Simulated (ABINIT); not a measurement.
## MoS2 (P6_3/mmc): G0W0 in ABINIT against the screening cutoff in the self-energy

Aim: move the screening cutoff in the self-energy of a G0W0 run on MoS2 (P6_3/mmc) over a wide range.

Calculated with ABINIT 10.8.3; PBE and many-body steps on it, plane waves.

This is a report of a sequence of runs, with most program output left out.

The database entry behind the starting cell differs from later determinations by our own check (about 0.3 % long), so it need not match the best structure at ambient conditions.

### Step 1. The structure

Symmetry: P6_3/mmc, No. 194, hexagonal system. Conventional cell: a = 3.169 Å, b = 3.169 Å, c = 12.324 Å, α = 90.00°, β = 90.00°, γ = 120.00°. Nearest to Mo lie 6 S at 2.41 Å. Nearest to S lie 3 Mo at 2.41 Å. Farther neighbours and most contacts between anions are not listed.

The cell and positions come from the Crystallography Open Database and are kept as given unless a step says otherwise.

### Step 2. Screening, 6×6×1 mesh, 345 bands, screening to 217.7 eV

This step: ABINIT 10.8.3; RPA screening on PBE, plane waves, norm-conserving pseudopotentials.

The RPA dielectric matrix is built and inverted for each q.

Input file run.abi:

```
acell 3*1.0 Angstrom
rprim 
  3.169000000004 -0.000000000001 0.000000000000
  -1.584500000001 2.744434504597 0.000000000000
  0.000000000000 0.000000000000 12.324000000000
ntypat 2
znucl 42 16
natom 6
typat 1 1 2 2 2 2
xred 
  0.333333333333 0.666666666667 0.250000000000
  0.666666666667 0.333333333333 0.750000000000
  0.333333333333 0.666666666667 0.623000000000
  0.666666666667 0.333333333333 0.123000000000
  0.333333333333 0.666666666667 0.877000000000
  0.666666666667 0.333333333333 0.377000000000
pp_dirpath "pseudos"
pseudos "Mo.upf, S.upf"
ecut 36
ngkpt 6 6 1
nshiftk 1
shiftk 0 0 0
kptopt 1
chksymbreak 0
istwfk *1
occopt 1
irdwfk 1
optdriver 3
nband 345
ecuteps 8
inclvkb 2
awtr 1
symchi 1
indata_prefix "in"
outdata_prefix "out"
tmpdata_prefix "tmp"
```

Run with:

```
OMP_NUM_THREADS=1 mpirun -n 8 abinit run.abi > log
```

Elapsed: 7.2 min, on 8 MPI ranks of Arm Neoverse V1, shared host; peak memory 4.8 GiB.

This step gave:

- ε∞ with local fields, on this mesh, along the program's q direction: 14.42
- the same without local fields: 16.30
- plasma frequency: 25.86 eV
- plane waves in the screening matrix: 773

Local fields lower ε∞ by 12 %. On a Γ-centred mesh this coarse the value itself is usually too large, while a short band sum pulls it down.

### Step 3. 0.8 Ha

This step: G0W0 on PBE, plane waves, norm-conserving pseudopotentials.

Edit run.abi of step 2 so:

```diff
@@ -27,8 +27,19 @@
 irdwfk 1
-optdriver 3
+optdriver 4
 nband 345
-ecuteps 8
-inclvkb 2
-awtr 1
-symchi 1
+gwcalctyp 0
+ecutsigx 36
+symsigma 1
+nkptgw 3
+kptgw 
+  0.0000000000 0.0000000000 0.0000000000
+  0.1666666667 0.1666666667 0.0000000000
+  0.3333333333 0.3333333333 0.0000000000
+bdgw 
+  25 28
+  25 28
+  25 28
+ecuteps 0.8
+irdscr 1
+ppmodel 1
 indata_prefix "in"
```

It took 10 s on 8 MPI ranks; peak memory 2.8 GiB; 82 s of CPU time.

This step gave:

- G0W0 gap on the points computed: 1.196 eV
- starting gap on the mesh: 0.8887 eV
- k of the valence top: 0, 0, 0
- k of the conduction bottom: 0.1667, 0.1667, 0
- Z at the valence top: 0.811
- Z at the conduction bottom: 0.815
- least direct G0W0 gap on the computed points: 2.089 eV

### Step 4. 1.6 Ha

Edit run.abi of step 3 so:

```diff
@@ -41,3 +41,3 @@
   25 28
-ecuteps 0.8
+ecuteps 1.6
 irdscr 1
```

The job ended after 9.9 s (8 MPI ranks; peak memory 2.2 GiB).

Numbers from this step:

```
G0W0 gap on the points computed              : 1.113 eV
starting gap on the mesh                     : 0.8887 eV
k of the valence top                         : 0, 0, 0
k of the conduction bottom                   : 0.1667, 0.1667, 0
Z at the valence top                         : 0.787
Z at the conduction bottom                   : 0.794
least direct G0W0 gap on the computed points : 2.081 eV
```

### Step 5. 2.8 Ha

The self-energy is evaluated for the states that the input lists, and the levels follow from it, in one-shot runs by the linearised quasiparticle equation.

Edit run.abi of step 4 so:

```diff
@@ -41,3 +41,3 @@
   25 28
-ecuteps 1.6
+ecuteps 2.8
 irdscr 1
```

Wall time 17 s (8 MPI ranks); peak memory 2.5 GiB.

This step gave:

* G0W0 gap on the points computed: 1.148 eV
* starting gap on the mesh: 0.8887 eV
* k of the valence top: 0, 0, 0
* k of the conduction bottom: 0.1667, 0.1667, 0
* least direct G0W0 gap on the computed points: 2.103 eV

The gap on the mesh goes from 0.89 eV to 1.15 eV, a correction of +0.26 eV.

### Step 6. 4 Ha

Edit run.abi of step 5 so:

```diff
@@ -41,3 +41,3 @@
   25 28
-ecuteps 2.8
+ecuteps 4
 irdscr 1
```

Elapsed: 35 s, on 8 MPI ranks; peak memory 2.7 GiB.

Numbers from this step:

- G0W0 gap on the points computed: 1.202 eV
- starting gap on the mesh: 0.8887 eV
- k of the valence top: 0, 0, 0
- k of the conduction bottom: 0.1667, 0.1667, 0
- least direct G0W0 gap on the computed points: 2.111 eV

Against the run before, the gap moves by +0.054 eV.

### Step 7. 6 Ha

Edit run.abi of step 6 so:

```diff
@@ -41,3 +41,3 @@
   25 28
-ecuteps 4
+ecuteps 6
 irdscr 1
```

Wall time 90 s (8 MPI ranks); peak memory 3.4 GiB; 12 min of CPU time.

This step gave:

| Quantity | Value |
| --- | --- |
| G0W0 gap on the points computed | 1.221 eV |
| starting gap on the mesh | 0.8887 eV |
| k of the valence top | 0, 0, 0 |
| k of the conduction bottom | 0.1667, 0.1667, 0 |
| least direct G0W0 gap on the computed points | 2.128 eV |

Against the run before, the gap moves by +0.019 eV.

### Step 8. 8 Ha

Edit run.abi of step 7 so:

```diff
@@ -41,3 +41,3 @@
   25 28
-ecuteps 6
+ecuteps 8
 irdscr 1
```

Elapsed: 3.1 min, on 8 MPI ranks; peak memory 5.3 GiB.

Numbers from this step:

| Item | Value |
| --- | --- |
| G0W0 gap on the points computed | 1.231 eV |
| starting gap on the mesh | 0.8887 eV |
| k of the valence top | 0, 0, 0 |
| k of the conduction bottom | 0.1667, 0.1667, 0 |
| least direct G0W0 gap on the computed points | 2.127 eV |

Against the run before, the gap moves by +0.010 eV.

### Step 9. Side by side

Times are wall times on 8 MPI ranks of Arm Neoverse V1, shared host, good to a factor of about two. A run's time includes the screening step that it read.

```csv
run,mesh,bands,screening cutoff (eV),DFT gap (eV),gap on the mesh (eV),direct (eV),ε∞ used,time
0.8 Ha,6×6×1,345,21.8,0.889,1.196,2.089,14.42,7.3 min
1.6 Ha,6×6×1,345,43.5,0.889,1.113,2.081,14.42,7.3 min
2.8 Ha,6×6×1,345,76.2,0.889,1.148,2.103,14.42,7.4 min
4 Ha,6×6×1,345,108.8,0.889,1.202,2.111,14.42,7.7 min
6 Ha,6×6×1,345,163.3,0.889,1.221,2.128,14.42,8.7 min
8 Ha,6×6×1,345,217.7,0.889,1.231,2.127,14.42,10 min
```

### Step 10. Outcome

```json
{
 "0.8 Ha": "1.196 eV",
 "1.6 Ha": "1.113 eV",
 "2.8 Ha": "1.148 eV",
 "4 Ha": "1.202 eV",
 "6 Ha": "1.221 eV",
 "8 Ha": "1.231 eV",
 "known limits": "not at the basis limit; no spin-orbit coupling; coarse k mesh"
}
```

In words: The setting moved: screening cutoff in the self-energy. From 0.8 Ha to 8 Ha the gap moves by +0.04 eV, not steadily: it passes through 1.11 eV. It holds to 0.03 eV from 4 Ha on. Bands and screening cutoff are coupled, so a series along one setting does not show full convergence. Bands and cutoff are finite, so the gap is not at the basis limit. The miss can reach some tenths of an eV and take either sign; the mesh is an error of its own. In the first G0W0 run levels were corrected at 3 k points alone, so a gap called «on the mesh» is the least over those, and an edge elsewhere would be missed. The 6×6×1 mesh is coarse for this cell, which bears on the long-range parts of exchange and screening. The many-body steps are scalar-relativistic: spin-orbit coupling is not in them.

[Paths, hosts, dates, memory and timing lines, banners, echoed tables and standing remarks are left out of the program output.]

[Logs are printed without paths, hosts, clocks, repeated set-up lines and the standing remarks that a program may print on its own settings, such as how far it seeks lower states.]

[Runs of the session that timed out or met a known fault of the program may be left out.]

[No measured gap is set beside runs whose start may be inverted or whose files or cutoffs have a known fault.]

[Hosts, paths, dates, database ids (printed as entryN), source tags and the programs' standing remarks are cut or masked in the printed files.]

[G0W0 gaps are taken among the corrected bands and points alone; a level outside them can change the order at an edge.]

[Where Ansatz stands beside ABINIT at settings called matched, ABINIT's density can come from a denser mesh and the files from another edition; pairs whose starting gaps differed by over 0.03 eV were left out, so agreement reads better than it is.]
